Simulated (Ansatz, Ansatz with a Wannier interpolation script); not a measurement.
Planning a run of Ansatz 0.2.0 on WS2 (Tungstenite). The input:

```yaml
crystal:
  lattice:
    - [3.18, 0.0, 0.0]
    - [-1.59, 2.753960784, 0.0]
    - [0.0, 0.0, 12.5]
  atoms:
    - { symbol: W, position: [0.3333333333, 0.6666666667, 0.25] }
    - { symbol: W, position: [0.6666666667, 0.3333333333, 0.75] }
    - { symbol: S, position: [0.3333333333, 0.6666666667, 0.625] }
    - { symbol: S, position: [0.6666666667, 0.3333333333, 0.125] }
    - { symbol: S, position: [0.3333333333, 0.6666666667, 0.875] }
    - { symbol: S, position: [0.6666666667, 0.3333333333, 0.375] }
kpoints:
  mp_grid: { grid: [6, 6, 2] }
hamiltonian:
  xc: lda
scf:
  occupations: { method: fixed }
gw:
  n_empty_bands: 212
  ecut_chi: 90
  qp_bands: [v14, c6]
  screening: { model: godby_needs }
```

The database entry behind the starting cell differs from later determinations by our own check (an axis about 1.4 % long against later determinations), so it need not match the best structure at ambient conditions.

```sh
ansatz run input.yaml --threads 3 --pin off --max-ram 64512MiB --backend cuda --events-out ev --progress --plain --runs-dir out --devices 1 --max-vram 24GiB  # rebuilt from the run's record
```

**Question.** Estimate wall time and host memory on 1 × NVIDIA H100 80GB HBM3 (shared by 3 runs) with 3 threads of AMD EPYC 7R13 (Zen 3), shared host.

It took 47 s; on shared hardware allow 24 s to 95 s. Peak host memory was 1.7 GiB. The sizes that set the cost: 2129 plane waves a state, 14 irreducible k points, 238 bands summed, 229 plane waves in the screening and 7 SCF cycles.

The screening grows as filled bands × empty bands × pairs of k points, times the square of the screening basis for the matrix.

[Paths, hosts, dates, memory and timing lines, banners, echoed tables and standing remarks are left out of the program output.]

[Logs are printed without paths, hosts, clocks, repeated set-up lines and the standing remarks that a program may print on its own settings, such as how far it seeks lower states.]

[Runs of the session that timed out or met a known fault of the program may be left out.]

[Hosts, paths, dates, database ids (printed as entryN), source tags and the programs' standing remarks are cut or masked in the printed files.]
